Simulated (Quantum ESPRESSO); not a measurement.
# H on hollow sites of Ta(110), stepped through the coverage, part 7 of 10

Wanted: a table for H on hollow sites of Ta(110) against the coverage, and what can be fitted to it.

Quantum ESPRESSO 7.5; plane-wave DFT, PBE, GBRV ultrasoft pseudopotentials.

So far. Step 7 (Relaxation with pw.x, 0.1111 ML): The relaxation lowers the energy by 10 meV an atom. On the free atoms the largest force ends at 0.030 eV/Å. Step 8 (SCF with pw.x, 0.1111 ML): Inside the slab this potential holds the local part of the pseudopotentials, which can be repulsive at the nuclei; only its value in the vacuum has a meaning of its own.

## Step 9: Relaxation with pw.x, 0.75 ML

System of this step: Ta(110), 3 layers, 4 sites a cell, 3 H on hollow sites. The cell holds 15 atoms: 12 Ta and 3 H. Cell: a = 5.745 Å, b = 5.745 Å, c = 19.949 Å, α = 90.0°, β = 90.0°, γ = 70.5°. It derives from Ta. Vacuum lies along c.

Input file m7.relax.in:

```
&control
  prefix = 'm7.relax'
  outdir = './out'
  pseudo_dir = './pseudo'
  nstep = 70
  forc_conv_thr = 0.0015
  calculation = 'relax'
/
&system
  ibrav = 0
  nat = 15
  ntyp = 2
  ecutwfc = 40
  ecutrho = 200
  occupations = 'smearing'
  smearing = 'mv'
  degauss = 0.02
/
&electrons
  conv_thr = 1e-07
  mixing_beta = 0.3
  electron_maxstep = 120
  mixing_mode = 'local-TF'
/
&ions
/
ATOMIC_SPECIES
  Ta  180.9479  ta_pbe_v1.uspp.F.UPF
  H   1.0080  h_pbe_v1.4.uspp.F.UPF
CELL_PARAMETERS angstrom
  4.69047258242176 -3.31666497000000 0.00000000000000
  4.69047258242176 3.31666497000000 0.00000000000000
  0.00000000000000 0.00000000000000 19.94875422306296
ATOMIC_POSITIONS crystal
  Ta  0.830000000000 0.330000000000 0.351605670424 0 0 0
  Ta  0.330000000000 0.830000000000 0.351605670424 0 0 0
  Ta  0.330000000000 0.330000000000 0.351605670424 0 0 0
  Ta  0.830000000000 0.830000000000 0.351605670424 0 0 0
  Ta  0.080000000000 0.580000000000 0.469168715463 0 0 0
  Ta  0.580000000000 0.080000000000 0.469168715463 0 0 0
  Ta  0.580000000000 0.580000000000 0.469168715463 0 0 0
  Ta  0.080000000000 0.080000000000 0.469168715463 0 0 0
  Ta  0.830000000000 0.330000000000 0.586731760503
  Ta  0.330000000000 0.830000000000 0.586731760503
  Ta  0.330000000000 0.330000000000 0.586731760503
  Ta  0.830000000000 0.830000000000 0.586731760503
  H   0.000000000000 0.500000000000 0.648394329576
  H   0.500000000000 0.000000000000 0.648394329576
  H   0.500000000000 0.500000000000 0.648394329576
K_POINTS automatic
  4 4 1 0 0 0
```

Command:

```bash
$ OMP_NUM_THREADS=1 mpirun -n 16 pw.x -nk 1 -in m7.relax.in > m7.relax.out
```

The program printed:

```text
[banner, memory and clock lines left out]
Program PWSCF v.7.5 starts
[...]
Message from routine setup:
[...]
number of electrons       =       159.00
     number of Kohn-Sham states=           96
     kinetic-energy cutoff     =      40.0000  Ry
     charge density cutoff     =     200.0000  Ry
[...]
number of k points=     7  Marzari-Vanderbilt smearing, width (Ry)=  0.0200
[...]
Dense  grid:   200091 G-vectors     FFT dimensions: (  50,  50, 180)
[...]
negative rho (up, down):  1.134E+00 0.000E+00
     Starting wfcs are  159 randomized atomic wfcs
[...]
negative rho (up, down):  1.140E+00 0.000E+00
[...]
estimated scf accuracy    <       5.00056607 Ry
[...]
negative rho (up, down):  1.160E+00 0.000E+00
[...]
estimated scf accuracy    <       2.90694686 Ry
[...]
negative rho (up, down):  1.160E+00 0.000E+00
[...]
estimated scf accuracy    <       0.44735163 Ry
[...]
negative rho (up, down):  1.175E+00 0.000E+00
[...]
estimated scf accuracy    <       0.58115618 Ry
[...]
negative rho (up, down):  1.177E+00 0.000E+00
[...]
estimated scf accuracy    <       0.05304029 Ry
[...]
negative rho (up, down):  1.184E+00 0.000E+00
[...]
estimated scf accuracy    <       0.12310189 Ry
[...]
negative rho (up, down):  1.184E+00 0.000E+00
[...]
estimated scf accuracy    <       0.06613892 Ry
[...]
negative rho (up, down):  1.183E+00 0.000E+00
[...]
estimated scf accuracy    <       0.03853132 Ry
[...]
negative rho (up, down):  1.180E+00 0.000E+00
[...]
estimated scf accuracy    <       0.03845698 Ry
[...]
negative rho (up, down):  1.185E+00 0.000E+00
[...]
estimated scf accuracy    <       0.01067297 Ry
[...]
negative rho (up, down):  1.186E+00 0.000E+00
[...]
estimated scf accuracy    <       0.00140549 Ry
[...]
negative rho (up, down):  1.186E+00 0.000E+00
[...]
estimated scf accuracy    <       0.00036378 Ry
[...]
negative rho (up, down):  1.184E+00 0.000E+00
[...]
estimated scf accuracy    <       0.00032129 Ry
[...]
negative rho (up, down):  1.183E+00 0.000E+00
[...]
estimated scf accuracy    <       0.00001905 Ry
[...]
negative rho (up, down):  1.183E+00 0.000E+00
[...]
estimated scf accuracy    <       0.00000738 Ry
[...]
negative rho (up, down):  1.183E+00 0.000E+00
[...]
estimated scf accuracy    <       0.00000280 Ry
[...]
negative rho (up, down):  1.183E+00 0.000E+00
[...]
estimated scf accuracy    <       0.00000361 Ry
[...]
negative rho (up, down):  1.183E+00 0.000E+00
[...]
estimated scf accuracy    <       0.00000021 Ry
[...]
negative rho (up, down):  1.183E+00 0.000E+00
[...]
estimated scf accuracy    <       0.00000014 Ry
[...]
negative rho (up, down):  1.183E+00 0.000E+00
[...]
estimated scf accuracy    <       0.00000020 Ry
[...]
negative rho (up, down):  1.183E+00 0.000E+00
[...]
the Fermi energy is     3.7738 ev
!    total energy              =   -1705.56683519 Ry
     estimated scf accuracy    <       0.00000003 Ry
     smearing contrib. (-TS)   =       0.00265258 Ry
     internal energy E=F+TS    =   -1705.56948777 Ry
[...]
one-electron contribution =   -7829.61754634 Ry
     hartree contribution      =    3907.01958657 Ry
     xc contribution           =    -508.06378793 Ry
     ewald contribution        =    2725.09225993 Ry
     convergence has been achieved in  21 iterations
     negative rho (up, down):  1.183E+00 0.000E+00
[...]
Total force =     0.046565     Total SCF correction =     0.000345
[...]
negative rho (up, down):  1.183E+00 0.000E+00
[...]
negative rho (up, down):  1.183E+00 0.000E+00
[...]
estimated scf accuracy    <       0.00020562 Ry
[...]
negative rho (up, down):  1.183E+00 0.000E+00
[...]
estimated scf accuracy    <       0.00009414 Ry
[...]
negative rho (up, down):  1.183E+00 0.000E+00
[...]
estimated scf accuracy    <       0.00001310 Ry
[...]
negative rho (up, down):  1.183E+00 0.000E+00
[...]
estimated scf accuracy    <       0.00000506 Ry
[...]
negative rho (up, down):  1.183E+00 0.000E+00
[...]
estimated scf accuracy    <       0.00000077 Ry
[...]
negative rho (up, down):  1.183E+00 0.000E+00
[...]
estimated scf accuracy    <       0.00000039 Ry
[...]
negative rho (up, down):  1.183E+00 0.000E+00
[...]
estimated scf accuracy    <       0.00000026 Ry
[...]
negative rho (up, down):  1.183E+00 0.000E+00
[...]
estimated scf accuracy    <       0.00000017 Ry
[...]
negative rho (up, down):  1.183E+00 0.000E+00
[...]
the Fermi energy is     3.7768 ev
!    total energy              =   -1705.56887941 Ry
     estimated scf accuracy    <       0.00000007 Ry
     smearing contrib. (-TS)   =       0.00274017 Ry
     internal energy E=F+TS    =   -1705.57161958 Ry
[...]
one-electron contribution =   -7827.77433716 Ry
     hartree contribution      =    3906.11759110 Ry
     xc contribution           =    -508.06808510 Ry
     ewald contribution        =    2724.15321158 Ry
     convergence has been achieved in   9 iterations
     negative rho (up, down):  1.183E+00 0.000E+00
[...]
Total force =     0.041387     Total SCF correction =     0.000727
[...]
WARNING: bfgs curvature condition failed, Theta= 0.905
[...]
negative rho (up, down):  1.182E+00 0.000E+00
[...]
negative rho (up, down):  1.182E+00 0.000E+00
[...]
estimated scf accuracy    <       0.00023205 Ry
[...]
negative rho (up, down):  1.182E+00 0.000E+00
[...]
estimated scf accuracy    <       0.00009948 Ry
[...]
negative rho (up, down):  1.182E+00 0.000E+00
[...]
estimated scf accuracy    <       0.00001314 Ry
[...]
negative rho (up, down):  1.182E+00 0.000E+00
[...]
estimated scf accuracy    <       0.00000466 Ry
[...]
negative rho (up, down):  1.182E+00 0.000E+00
[...]
estimated scf accuracy    <       0.00000075 Ry
[...]
negative rho (up, down):  1.182E+00 0.000E+00
[...]
estimated scf accuracy    <       0.00000030 Ry
[...]
negative rho (up, down):  1.182E+00 0.000E+00
[...]
estimated scf accuracy    <       0.00000028 Ry
[...]
negative rho (up, down):  1.182E+00 0.000E+00
[...]
estimated scf accuracy    <       0.00000017 Ry
[...]
negative rho (up, down):  1.182E+00 0.000E+00
[...]
estimated scf accuracy    <       0.00000010 Ry
[...]
negative rho (up, down):  1.182E+00 0.000E+00
[...]
estimated scf accuracy    <       0.00000007 Ry
[...]
internal energy E=F+TS    =   -1705.57613282 Ry
[...]
one-electron contribution =   -7826.57736219 Ry
     hartree contribution      =    3905.55359261 Ry
     xc contribution           =    -508.08297575 Ry
     ewald contribution        =    2723.53061251 Ry
     convergence has been achieved in  11 iterations
     negative rho (up, down):  1.179E+00 0.000E+00
[...]
Total force =     0.030897     Total SCF correction =     0.000067
[...]
negative rho (up, down):  1.178E+00 0.000E+00
[...]
negative rho (up, down):  1.178E+00 0.000E+00
[...]
estimated scf accuracy    <       0.00067293 Ry
[...]
negative rho (up, down):  1.178E+00 0.000E+00
[...]
estimated scf accuracy    <       0.00028638 Ry
[...]
negative rho (up, down):  1.178E+00 0.000E+00
[...]
estimated scf accuracy    <       0.00005548 Ry
[...]
negative rho (up, down):  1.178E+00 0.000E+00
[...]
estimated scf accuracy    <       0.00001276 Ry
[...]
negative rho (up, down):  1.178E+00 0.000E+00
[...]
estimated scf accuracy    <       0.00000357 Ry
[...]
negative rho (up, down):  1.178E+00 0.000E+00
[...]
estimated scf accuracy    <       0.00000064 Ry
[...]
negative rho (up, down):  1.178E+00 0.000E+00
[...]
estimated scf accuracy    <       0.00000066 Ry
[...]
negative rho (up, down):  1.178E+00 0.000E+00
[...]
estimated scf accuracy    <       0.00000028 Ry
[...]
negative rho (up, down):  1.178E+00 0.000E+00
[...]
estimated scf accuracy    <       0.00000006 Ry
[...]
negative rho (up, down):  1.178E+00 0.000E+00
[...]
estimated scf accuracy    <       0.00000003 Ry
[...]
negative rho (up, down):  1.178E+00 0.000E+00
[...]
the Fermi energy is     3.7909 ev
!    total energy              =   -1705.57589178 Ry
     estimated scf accuracy    <          7.2E-09 Ry
     smearing contrib. (-TS)   =       0.00312861 Ry
     internal energy E=F+TS    =   -1705.57902039 Ry
[...]
one-electron contribution =   -7828.51015611 Ry
     hartree contribution      =    3906.55086378 Ry
     xc contribution           =    -508.09935807 Ry
     ewald contribution        =    2724.47963002 Ry
     convergence has been achieved in  11 iterations
     negative rho (up, down):  1.178E+00 0.000E+00
[...]
Total force =     0.024926     Total SCF correction =     0.000114
[...]
negative rho (up, down):  1.177E+00 0.000E+00
[...]
negative rho (up, down):  1.177E+00 0.000E+00
[...]
estimated scf accuracy    <       0.00120613 Ry
[...]
negative rho (up, down):  1.177E+00 0.000E+00
[...]
estimated scf accuracy    <       0.00053097 Ry
[...]
negative rho (up, down):  1.177E+00 0.000E+00
[...]
estimated scf accuracy    <       0.00010776 Ry
[...]
negative rho (up, down):  1.177E+00 0.000E+00
[...]
estimated scf accuracy    <       0.00001814 Ry
[...]
negative rho (up, down):  1.177E+00 0.000E+00
[...]
estimated scf accuracy    <       0.00000636 Ry
[...]
negative rho (up, down):  1.177E+00 0.000E+00
[...]
estimated scf accuracy    <       0.00000098 Ry
[...]
negative rho (up, down):  1.177E+00 0.000E+00
[...]
estimated scf accuracy    <       0.00000069 Ry
[...]
negative rho (up, down):  1.177E+00 0.000E+00
[...]
estimated scf accuracy    <       0.00000041 Ry
[...]
negative rho (up, down):  1.177E+00 0.000E+00
[...]
estimated scf accuracy    <       0.00000012 Ry
[...]
negative rho (up, down):  1.177E+00 0.000E+00
[...]
estimated scf accuracy    <       0.00000014 Ry
[...]
negative rho (up, down):  1.177E+00 0.000E+00
[...]
estimated scf accuracy    <       0.00000004 Ry
[...]
negative rho (up, down):  1.177E+00 0.000E+00
[...]
estimated scf accuracy    <       0.00000002 Ry
[...]
negative rho (up, down):  1.177E+00 0.000E+00
[...]
estimated scf accuracy    <       0.00000001 Ry
[...]
negative rho (up, down):  1.177E+00 0.000E+00
[...]
the Fermi energy is     3.7979 ev
!    total energy              =   -1705.57849639 Ry
     estimated scf accuracy    <          1.3E-09 Ry
     smearing contrib. (-TS)   =       0.00333311 Ry
     internal energy E=F+TS    =   -1705.58182950 Ry
[...]
one-electron contribution =   -7834.84098991 Ry
     hartree contribution      =    3909.75614021 Ry
     xc contribution           =    -508.12735226 Ry
     ewald contribution        =    2727.63037246 Ry
     convergence has been achieved in  14 iterations
     negative rho (up, down):  1.177E+00 0.000E+00
[...]
Total force =     0.022331     Total SCF correction =     0.000036
[...]
negative rho (up, down):  1.174E+00 0.000E+00
[...]
negative rho (up, down):  1.174E+00 0.000E+00
[...]
estimated scf accuracy    <       0.00148902 Ry
[...]
negative rho (up, down):  1.174E+00 0.000E+00
[...]
estimated scf accuracy    <       0.00067249 Ry
[...]
negative rho (up, down):  1.174E+00 0.000E+00
[...]
estimated scf accuracy    <       0.00014291 Ry
[...]
negative rho (up, down):  1.174E+00 0.000E+00
[...]
estimated scf accuracy    <       0.00001395 Ry
[...]
negative rho (up, down):  1.174E+00 0.000E+00
[...]
Total force =     0.010959     Total SCF correction =     0.000112
[...]
negative rho (up, down):  1.177E+00 0.000E+00
[...]
negative rho (up, down):  1.177E+00 0.000E+00
[...]
estimated scf accuracy    <       0.00067630 Ry
[...]
negative rho (up, down):  1.177E+00 0.000E+00
[...]
estimated scf accuracy    <       0.00030738 Ry
[...]
negative rho (up, down):  1.177E+00 0.000E+00
[...]
estimated scf accuracy    <       0.00002659 Ry
[...]
negative rho (up, down):  1.177E+00 0.000E+00
[...]
estimated scf accuracy    <       0.00001209 Ry
[...]
negative rho (up, down):  1.177E+00 0.000E+00
[...]
estimated scf accuracy    <       0.00000042 Ry
[...]
negative rho (up, down):  1.177E+00 0.000E+00
[...]
estimated scf accuracy    <       0.00000092 Ry
[...]
negative rho (up, down):  1.177E+00 0.000E+00
[...]
estimated scf accuracy    <       0.00000012 Ry
[...]
negative rho (up, down):  1.177E+00 0.000E+00
[...]
estimated scf accuracy    <       0.00000005 Ry
[...]
negative rho (up, down):  1.177E+00 0.000E+00
[...]
estimated scf accuracy    <       0.00000001 Ry
[...]
negative rho (up, down):  1.177E+00 0.000E+00
[...]
the Fermi energy is     3.7959 ev
!    total energy              =   -1705.58323964 Ry
     estimated scf accuracy    <          3.8E-09 Ry
     smearing contrib. (-TS)   =       0.00342059 Ry
     internal energy E=F+TS    =   -1705.58666023 Ry
[...]
one-electron contribution =   -7929.60604259 Ry
     hartree contribution      =    3957.29008774 Ry
     xc contribution           =    -508.29302385 Ry
     ewald contribution        =    2775.02231847 Ry
     convergence has been achieved in  10 iterations
     negative rho (up, down):  1.177E+00 0.000E+00
[...]
Total force =     0.008255     Total SCF correction =     0.000236
[...]
negative rho (up, down):  1.177E+00 0.000E+00
[...]
negative rho (up, down):  1.177E+00 0.000E+00
[...]
estimated scf accuracy    <       0.00004390 Ry
[...]
negative rho (up, down):  1.177E+00 0.000E+00
[...]
estimated scf accuracy    <       0.00001742 Ry
[...]
negative rho (up, down):  1.177E+00 0.000E+00
[...]
estimated scf accuracy    <       0.00000183 Ry
[...]
negative rho (up, down):  1.177E+00 0.000E+00
[...]
estimated scf accuracy    <       0.00000071 Ry
[...]
negative rho (up, down):  1.177E+00 0.000E+00
[...]
estimated scf accuracy    <       0.00000004 Ry
[...]
negative rho (up, down):  1.177E+00 0.000E+00
[...]
estimated scf accuracy    <       0.00000002 Ry
[...]
negative rho (up, down):  1.177E+00 0.000E+00
[...]
estimated scf accuracy    <          3.3E-09 Ry
[...]
negative rho (up, down):  1.177E+00 0.000E+00
[...]
```

It took 8.4 min on 16 MPI ranks of Arm Neoverse V2, shared host; peak memory 2.4 GiB.

The steps of the relaxation:

```tsv
step	energy less that of the first step (eV)	largest force (eV/Å)
1	0.0000	0.6302
2	-0.0278	0.5867
3	-0.0539	0.5434
4	-0.0862	0.4835
5	-0.1232	0.3983
6	-0.1587	0.3398
7	-0.1788	0.4910
8	-0.1886	0.4660
9	-0.2029	0.3712
10	-0.2200	0.2063
11	-0.2232	0.1685
12	-0.2243	0.1265
13	-0.2252	0.0576
14	-0.2257	0.0510
15	-0.2260	0.0535
16	-0.2262	0.0492
17	-0.2265	0.0433
```

The atoms that moved most (Å):

```tsv
atom	dx	dy	dz	length
H15	0.098	0.000	-0.262	0.279
H13	0.080	-0.011	-0.219	0.233
H14	0.080	0.011	-0.219	0.233
Ta10	0.006	-0.017	-0.076	0.078
Ta9	0.006	0.017	-0.076	0.078
Ta11	-0.015	0.000	-0.033	0.036
Ta12	0.023	0.000	-0.024	0.033
```

The relaxed structure:

```cif
data_structure
_symmetry_space_group_name_H-M 'P 1'
_symmetry_Int_Tables_number 1
_cell_length_a 5.7446
_cell_length_b 5.7446
_cell_length_c 19.9488
_cell_angle_alpha 90.000
_cell_angle_beta 90.000
_cell_angle_gamma 70.529
_cell_volume 620.67
loop_
_atom_site_label
_atom_site_type_symbol
_atom_site_fract_x
_atom_site_fract_y
_atom_site_fract_z
_atom_site_occupancy
Ta1 Ta 0.83000 0.33000 0.35161 1
Ta2 Ta 0.33000 0.83000 0.35161 1
Ta3 Ta 0.33000 0.33000 0.35161 1
Ta4 Ta 0.83000 0.83000 0.35161 1
Ta5 Ta 0.08000 0.58000 0.46917 1
Ta6 Ta 0.58000 0.08000 0.46917 1
Ta7 Ta 0.58000 0.58000 0.46917 1
Ta8 Ta 0.08000 0.08000 0.46917 1
Ta9 Ta 0.82807 0.33311 0.58292 1
Ta10 Ta 0.33311 0.82807 0.58292 1
Ta11 Ta 0.32838 0.32838 0.58508 1
Ta12 Ta 0.83242 0.83242 0.58552 1
H13 H 0.01016 0.50684 0.63742 1
H14 H 0.50684 0.01016 0.63742 1
H15 H 0.51044 0.51044 0.63527 1
```

The relaxation lowers the energy by 15 meV an atom. On the free atoms the largest force ends at 0.043 eV/Å.

This step gave:

```
free energy  : -23205.6455 eV
Fermi energy : 3.796 eV
```

(Continued in part 8 of 10.)

[Logs are printed without paths, hosts, clocks, repeated set-up lines and the standing remarks that a program may print on its own settings, such as how far it seeks lower states.]

[Hosts, paths, dates, database ids (printed as entryN), source tags and the programs' standing remarks are cut or masked in the printed files.]

[Maps of the electrostatic potential energy from Ansatz leave out the sawtooth potential of an applied field or a dipole correction, so their vacuum need not be flat; planar profiles and work functions include it.]
